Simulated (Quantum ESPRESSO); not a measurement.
# HfN (Fm-3m): coupling and resistivity with EPW, part 3 of 5

Wanted: λ, Tc and ρ(T) of HfN (Fm-3m) from Quantum ESPRESSO and EPW.

Quantum ESPRESSO 7.5; DFT PBE, scalar-relativistic, plane waves, PseudoDojo 0.4.1 norm-conserving pseudopotentials.

So far. Step 3 (Ground state): The Fermi level lies at 18.47 eV and the pressure is 0.0060 GPa. Step 4 (Phonons on the coarse mesh): The lowest mode off the zone centre lies at 106 cm⁻¹ and the highest of all solved modes at 521 cm⁻¹, so the solved wavevectors are stable. The acoustic modes at the centre lie within 3.8 cm⁻¹ of zero before the sum rule is imposed.

## (7) Wannier functions and couplings

Projections Hf s, d and N p start 9 Wannier functions; states up to 2.5 eV over the Fermi level are frozen, and the projected functions are kept without the localisation step. Hamiltonian, force constants and couplings go to real space.

File epw1.in:

```
--
 &inputepw
    prefix='x',
    outdir='./tmp',
    dvscf_dir='./save',
    elph=.true.,
    etf_mem=1,
    nbndsub=9,
    bands_skipped='exclude_bands = 1-5',
    use_ws=.true.,
    vme='wannier',
    asr_typ='crystal',
    nk1=9,
    nk2=9,
    nk3=9,
    nq1=3,
    nq2=3,
    nq3=3,
    amass(1)=178.49,
    amass(2)=14.007,
    epwwrite=.true.,
    epwread=.false.,
    wannierize=.true.,
    num_iter=0,
    dis_win_max=58.47,
    dis_froz_max=20.966,
    proj(1)='Hf:s;d',
    proj(2)='N:p',
    wdata(1)='dis_num_iter = 600',
    wdata(2)='guiding_centres = .true.',
    wdata(3)='num_print_cycles = 50',
    wdata(4)='dis_mix_ratio = 0.7',
    band_plot=.true.,
    filkf='path.dat',
    filqf='path.dat',
    fsthick=100.0,
    efermi_read=.true.,
    fermi_energy=18.4658,
 /
```

Started as:

```sh
$ OMP_NUM_THREADS=1 mpirun -n 8 epw.x -nk 8 -in epw1.in > epw1.out
```

Output:

```text
[the first part of the log is left out]
     Number of WS vectors for phonons       81
     Number of WS vectors for electron-phonon       81
     Maximum number of cores for efficient parallelization      162
     Inside velocity step 1
     Velocity matrix elements calculated
     Writing Hamiltonian, Dynamical matrix and EP vertex in Wann rep to file
     ===================================================================
     Memory usage:  VmHWM =       546Mb
                   VmPeak =      1020Mb
     ===================================================================
     Using q-mesh file: path.dat
     WARNING: q-point weigths do not add up to 1 [loadqmesh_serial]
     Size of q point mesh for interpolation:         38
     Using k-mesh file: path.dat
     WARNING: k-point weigths do not add up to 1 [loadkmesh_para]
     Size of k point mesh for interpolation:         38
     Fermi energy coarse grid =  18.465790 eV
     ===================================================================
     Fermi energy is read from the input file: Ef =  18.465800 eV
     ===================================================================
     Skipping    5 occupied bands:
     The Fermi level will be determined with   7.00000 electrons
              ibndmin =     1  ebndmin =     9.637 eV
              ibndmax =     9  ebndmax =    31.970 eV
     Number of ep-matrix elements per pool :         2430 ~=   18.98 Kb (@ 8 bytes/ DP)
     We only need to compute       38 q-points
     ===================================================================
     Memory usage:  VmHWM =       546Mb
                   VmPeak =      1020Mb
     ===================================================================
```

Wall time 10 min (8 MPI ranks of Arm Neoverse V2, shared host).

Numbers from this step:

```
r.m.s. error of the interpolated bands from 2 eV under to 1 eV over the Fermi level : 9 meV
largest error in that range                                                         : 28.2 meV
lowest interpolated frequency on the path                                           : 0 cm⁻¹
```

Electronic bands along the path, in eV, zero at the Fermi level; # counts the bands kept:

```
          point     #1     #2     #3     #4     #5     #6    #7
              K  -6.33  -5.56  -4.96  -0.86   3.76   4.34  5.82
0.46 of the way  -7.26  -5.67  -4.97   1.06   1.34   3.17  3.59
              Γ  -3.03  -3.03  -3.03  -0.36  -0.36  -0.36  1.58
        halfway  -6.42  -5.00  -5.00   0.54   1.30   1.30  4.43
              L  -8.83  -6.15  -6.15   3.15   3.59   3.59  4.32
        halfway  -7.70  -5.76  -5.68   1.59   1.99   4.24  6.15
              W  -6.13  -5.49  -5.49   1.08   1.08   5.35  5.39
        halfway  -5.52  -5.05  -4.99  -1.65   3.88   4.79  5.39
              X  -5.47  -3.75  -3.72  -3.72   4.00   5.36  5.38
```

The same for Wannier interpolation:

```
point     #1     #2     #3     #4     #5     #6    #7
    K  -6.33  -5.57  -4.96  -0.87   3.99   4.47  6.90
    Γ  -3.03  -3.03  -3.03  -0.36  -0.36  -0.36  1.58
    L  -8.83  -6.16  -6.16   3.09   3.64   3.64  9.01
    W  -6.13  -5.50  -5.50   1.07   1.07   5.41  6.08
    X  -5.47  -3.76  -3.71  -3.71   4.59   5.37  5.37
```

The first set of electronic bands as a text plot (rows in eV, shown from -8.0 to 8.0 only):

```
    7.7 | *      *                      *        **          ****
    7.0 |       * **                  **           *
    6.3 |*       *                  **         **** ***  ****
    5.7 |**       ***                         *    **************
    5.0 |  ***      *              ******   **      ***  ****  *
    4.3 |*    ***    **          ***     ***     ***         ***
    3.7 |****    *     *        ***      ********           *   *
    3.0 | **********    **      *       *******           **
    2.3 |    ***    *******  ***      ***     ***        *
    1.7 |     ****      ******      ****       *****
    1.0 |  **    *** ***         *****             ******
    0.3 | *         *** **      ****                     *
   -0.3 |              *********
   -1.0 |*                                                **
   -1.7 |                                                   *
   -2.3 |                                                    **
   -3.0 |               ******                                 *
   -3.7 |            *****    **                               **
   -4.3 |           ****        ***                          ***
   -5.0 |**     *****  *        *  *                      ***
   -5.7 |*********** **          ** *****      ******************
   -6.3 |*          *              *     ******       ***
   -7.0 | ***    ***                **             ***
   -7.7 |    ****                     **         **
         K                 Γ               L            W       X
```

The phonon branches at the labelled points (cm⁻¹):

```
          point  branch 1  branch 2  branch 3  branch 4  branch 5  branch 6
              K       125       139       151       453       490       509
0.46 of the way       102       136       144       475       496       519
              Γ         0         0         0       475       475       475
        halfway        93        93       149       480       498       498
              L       114       114       172       497       529       529
        halfway       120       133       160       481       497       526
              W       124       149       149       464       464       524
        halfway       126       137       144       447       476       502
              X       127       127       133       440       480       480
```

The phonon branches as a text plot (rows in cm⁻¹):

```
    518 |***********                ************************
    496 |***************         ***  *************         ***
    474 |  ***************************           ****************
    452 |**                                              *******
    430 |                                                       *
    408 |
    386 |
    363 |
    341 |
    319 |
    297 |
    275 |
    253 |
    231 |
    209 |
    187 |
    165 |  **                       ****************
    143 |************            ***             ****************
    121 |*******  ** **                 *************************
     99 |       ********        *  *****
     77 |           ******    ** **
     55 |              ***    ***
     33 |               ***  *
     11 |                 ***
         K                 Γ               L            W       X
```

Near the Fermi level the interpolated bands miss those of pw.x by 9 meV r.m.s. and 28 meV at most, each level matched to the nearest interpolated one; the r.m.s. value is under the 60 meV set for going on.

## (8) Coupling and Tc: fine k 16×16×16, q 8×8×8, width 0.15 eV, window 0.61 eV

The couplings are interpolated to a fine mesh near the Fermi level; their sum gives α²F and λ, and the linearised gap equation gives Tc.

File a2f-1.in:

```
--
 &inputepw
    prefix='x',
    outdir='./tmp',
    dvscf_dir='./save',
    elph=.true.,
    etf_mem=1,
    nbndsub=9,
    bands_skipped='exclude_bands = 1-5',
    use_ws=.true.,
    vme='wannier',
    asr_typ='crystal',
    nk1=9,
    nk2=9,
    nk3=9,
    nq1=3,
    nq2=3,
    nq3=3,
    amass(1)=178.49,
    amass(2)=14.007,
    epwwrite=.false.,
    epwread=.true.,
    wannierize=.false.,
    nkf1=16,
    nkf2=16,
    nkf3=16,
    nqf1=8,
    nqf2=8,
    nqf3=8,
    mp_mesh_k=.true.,
    ephwrite=.true.,
    eliashberg=.true.,
    liso=.true.,
    limag=.true.,
    tc_linear=.true.,
    tc_linear_solver='lapack',
    fsthick=0.61,
    degaussw=0.15,
    degaussq=0.5,
    nqstep=500,
    muc=0.13,
    wscut=0.3,
    nsiter=500,
    nstemp=7,
    temps=0.5 1.0 2.0 4.0 8.0 16.0 32.0,
 /
```

Started as:

```sh
$ OMP_NUM_THREADS=1 mpirun -n 8 epw.x -nk 8 -in a2f-1.in > a2f-1.out
```

Output:

```text
[the first part of the log is left out]
            Electron smearing (eV) =    0.150000000000000D+00
                 Fermi window (eV) =    0.610000000000000D+00
     Finish writing .ephmat files
     ===================================================================
     Memory usage:  VmHWM =        69Mb
                   VmPeak =       548Mb
     ===================================================================
     Finish writing dos file x.dos
     Finish writing phdos files x.phdos and x.phdos_proj
     ===================================================================
     Solve isotropic Eliashberg equations
     ===================================================================
     Finish reading freq file
                  Fermi level (eV) =     1.8441177853E+01
     DOS(states/spin/eV/Unit Cell) =     2.9415770371E-01
            Electron smearing (eV) =     1.5000000000E-01
                 Fermi window (eV) =     6.1000000000E-01
     Nr irreducible k-points within the Fermi shell =        47 out of       145
           3 bands within the Fermi window
     Finish reading egnv file
     Max nr of q-points =       194
     Finish reading ikmap files
     Start reading .ephmat files
     Finish reading .ephmat files
     a2f file is not found to estimate initial gap: calculating a2f files
     Finish reading a2f file
     Electron-phonon coupling strength =    0.7105527
     Estimated Tc using McMillan expression =   8.1537 K for muc =   0.1300
     Estimated Tc using Allen-Dynes modified McMillan expression =   8.4628 K
     Estimated Tc using SISSO machine learning model =   8.0102 K
     Estimated w_log =  25.2557 meV
     Estimated BCS superconducting gap using McMillan Tc =   1.2366 meV
     WARNING WARNING WARNING
     The code may crash since tempsmax =   32.000 K is larger than McMillan Tc =     8.154 K
     Start: Solving (isotropic) linearized Eliashberg equation with solver = lapack
     For the first Temp.    0.50  K
       Total number of frequency points nsiw(     1) =   1108
       Cutoff frequency wscut =     0.3001
     Superconducting transition temp. Tc is the one which has Max. eigenvalue close to 1
      -----------------------------------------------------------------
             Temp.       Max.         nsiw     wscut    Nr. of iters
             (K)       eigenvalue    (itemp)   (eV)      to Converge
      -----------------------------------------------------------------
             0.50      2.6562718     1108      0.3001        1
             1.00      2.2615439      554      0.3002        1
             2.00      1.8693981      277      0.3005        1
             4.00      1.4811813      139      0.3021        1
             8.00      1.0985749       69      0.3010        1
            16.00      0.7259223       35      0.3075        1
            32.00      0.3795622       17      0.3032        1
      -----------------------------------------------------------------
     Finish: Solving (isotropic) linearized Eliashberg equation
```

Run time: 70 s. Hardware: 8 MPI ranks.

Numbers from this step:

| Quantity | Value |
| --- | --- |
| coupling constant λ | 0.7106 |
| log mean phonon energy ħω_log | 25.26 meV |
| density of states at the Fermi level | 0.2942 states/eV a spin and cell |
| Fermi level on the fine mesh | 18.44 eV |

The a2F has structure finer than the step of the table below, so its rows give means over 2 meV, whole bins alone (the curve runs from 0.144 to 71.7 meV). Peaks (meV: height): 15.1: 0.766, 17.4: 0.759, 61.3: 1.42, 64.2: 0.963.

A2F against phonon energy; means over each step:

phonon energy (meV), a2F and a bar:
```
        4       0.00 
        6       0.00 
        8       0.01 
       10       0.02 
       12       0.12 ###
       14       0.41 ##########
       16       0.52 #############
       18       0.54 ##############
       20       0.30 ########
       22       0.03 #
       24       0.00 
       26       0.00 
       28       0.00 
       30       0.00 
       32       0.00 
       34       0.00 
       36       0.00 
       38       0.00 
       40       0.00 
       42       0.00 
       44       0.00 
       46       0.00 
       48       0.00 
       50       0.00 
       52       0.00 
       54       0.03 #
       56       0.12 ###
       58       0.58 ###############
       60       1.17 ##############################
       62       0.83 #####################
       64       0.71 ##################
       66       0.22 ######
       68       0.00
```

λ = 0.711 and ħω_log = 25.3 meV. The eigenvalue passes 1 near 9.6 K.

## (9) Resistivity: fine k 20×20×20, q 10×10×10, adaptive width, window 0.32 eV

The Boltzmann equation is solved by iteration on a fine mesh; only states within the window around the Fermi level enter.

File bte-1.in:

```
--
 &inputepw
    prefix='x',
    outdir='./tmp',
    dvscf_dir='./save',
    elph=.true.,
    etf_mem=1,
    nbndsub=9,
    bands_skipped='exclude_bands = 1-5',
    use_ws=.true.,
    vme='wannier',
    asr_typ='crystal',
    nk1=9,
    nk2=9,
    nk3=9,
    nq1=3,
    nq2=3,
    nq3=3,
    amass(1)=178.49,
    amass(2)=14.007,
    epwwrite=.false.,
    epwread=.true.,
    wannierize=.false.,
    nkf1=20,
    nkf2=20,
    nkf3=20,
    nqf1=10,
    nqf2=10,
    nqf3=10,
    mp_mesh_k=.true.,
    scattering=.true.,
    iterative_bte=.true.,
    epmatkqread=.false.,
    assume_metal=.true.,
    int_mob=.false.,
    carrier=.false.,
    ngaussw=-99,
    mob_maxiter=200,
    broyden_beta=0.7,
    fsthick=0.32,
    degaussw=0.0,
    nstemp=6,
    temps=150 200 273 300 400 500,
    restart=.false.,
    selecqread=.false.,
 /
```

Started as:

```sh
$ OMP_NUM_THREADS=1 mpirun -n 8 epw.x -nk 8 -in bte-1.in > bte-1.out
```

Output:

```text
[the first part of the log is left out]
     =============================================================================================
     Start solving iterative Boltzmann Transport Equation
     =============================================================================================
     Iteration number:         1
     =============================================================================================
       Temp     Fermi        DOS        Population SR                 Conductivity
        [K]      [eV]    [states/Ry] [carriers per cell]               [Ohm.cm]^-1
     =============================================================================================
      150.000  18.4838   0.82964E+01   0.30187E-16    0.194176E+06   -0.497035E-12    0.573021E-12
                                       0.76120E-14   -0.527286E-12    0.194176E+06   -0.192955E-11
                                       0.76652E-14   -0.307995E-13   -0.395132E-11    0.194176E+06
      200.000  18.4819   0.10832E+02  -0.17972E-14    0.144933E+06    0.294953E-12    0.211438E-12
                                      -0.34694E-14    0.272769E-12    0.144933E+06    0.319122E-11
                                      -0.13427E-14   -0.778996E-13    0.258821E-11    0.144933E+06
      273.000  18.4793   0.32119E+01  -0.44401E-16    0.106015E+06   -0.429242E-12    0.171451E-12
                                      -0.17764E-14    0.225186E-12    0.106015E+06   -0.520911E-13
                                       0.16431E-14    0.467286E-13    0.345204E-12    0.106015E+06
      300.000  18.4783   0.25403E+01  -0.93816E-15    0.963750E+05   -0.144487E-12    0.324523E-12
                                       0.35527E-14   -0.427837E-12    0.963750E+05    0.124951E-11
                                      -0.13601E-15   -0.112792E-12    0.230728E-11    0.963750E+05
      400.000  18.4748   0.19494E+01  -0.56315E-16    0.711919E+05   -0.165753E-12   -0.300915E-13
                                       0.17764E-14    0.944044E-13    0.711919E+05    0.466559E-12
                                      -0.11384E-14    0.422434E-14    0.913769E-12    0.711919E+05
      500.000  18.4713   0.84825E-01  -0.71659E-15    0.556414E+05    0.112209E-12    0.485366E-13
                                      -0.88818E-15   -0.974042E-13    0.556414E+05   -0.204397E-12
                                       0.13070E-14   -0.776630E-14   -0.864187E-13    0.556414E+05
                                                      0.194176E+06    Max error
     [...]
     Iteration number:        14
     =============================================================================================
       Temp     Fermi        DOS        Population SR                 Conductivity
        [K]      [eV]    [states/Ry] [carriers per cell]               [Ohm.cm]^-1
     =============================================================================================
      150.000  18.4838   0.82964E+01  -0.22759E-15    0.204200E+06    0.419905E-15   -0.120249E-11
                                      -0.34417E-14   -0.102004E-11    0.204200E+06   -0.206836E-11
                                      -0.29865E-14    0.292216E-12   -0.304749E-11    0.204200E+06
      200.000  18.4819   0.10832E+02  -0.22400E-16    0.152874E+06    0.503708E-12    0.267201E-12
                                       0.72164E-14   -0.764814E-12    0.152874E+06   -0.970701E-13
                                       0.18207E-14   -0.121775E-12    0.293558E-11    0.152874E+06
      273.000  18.4793   0.32119E+01  -0.15733E-15    0.112237E+06   -0.113855E-12   -0.161156E-13
                                      -0.12212E-14   -0.114864E-12    0.112237E+06    0.156494E-11
                                      -0.16885E-14    0.675155E-13   -0.452800E-12    0.112237E+06
      300.000  18.4783   0.25403E+01  -0.51924E-16    0.102100E+06   -0.398726E-13   -0.455128E-13
                                       0.13323E-14   -0.378559E-13    0.102100E+06   -0.365259E-12
                                       0.24165E-14    0.330450E-13   -0.410635E-12    0.102100E+06
      400.000  18.4748   0.19494E+01  -0.58121E-16    0.755546E+05    0.902986E-14   -0.125314E-12
                                       0.88818E-15    0.760861E-13    0.755546E+05    0.743439E-12
                                       0.16363E-14   -0.768650E-13    0.160100E-12    0.755546E+05
      500.000  18.4713   0.84825E-01  -0.94018E-15    0.590876E+05   -0.252986E-13   -0.716594E-13
                                       0.88818E-15   -0.313488E-13    0.590876E+05   -0.665759E-12
                                      -0.25998E-16   -0.177175E-12   -0.559849E-12    0.590876E+05
                                                      0.863220E-06    Max error
```

Run time: 1.8 min. Hardware: 8 MPI ranks.

This step gave:

```yaml
iterations: 14
resistivity_at_300_k: 9.794 μΩ cm
```

Resistivity, by row:

```
T (K)  rho_xx (μΩ cm)  rho_yy  rho_zz  relaxation-time approximation, mean of the axes (μΩ cm)
  150           4.897   4.897   4.897                                                    4.039
  200           6.541   6.541   6.541                                                    5.359
  273            8.91    8.91    8.91                                                    7.244
  300           9.794   9.794   9.794                                                    7.952
  400           13.24   13.24   13.24                                                    10.72
  500           16.92   16.92   16.92                                                    13.69
```

ρ(300 K) = 9.79 μΩ cm; the relaxation-time start gave 7.95. One mesh does not show convergence. The largest adaptive width printed is 0.49 eV, against a window of 0.32 eV outside which no state is counted.

[end of part 3 of 5]

[The logs of pw.x and epw.x are selected lines.]

[Logs are printed without paths, hosts, clocks, repeated set-up lines and the standing remarks that a program may print on its own settings, such as how far it seeks lower states.]

[Hosts, paths, dates, database ids (printed as entryN), source tags and the programs' standing remarks are cut or masked in the printed files.]
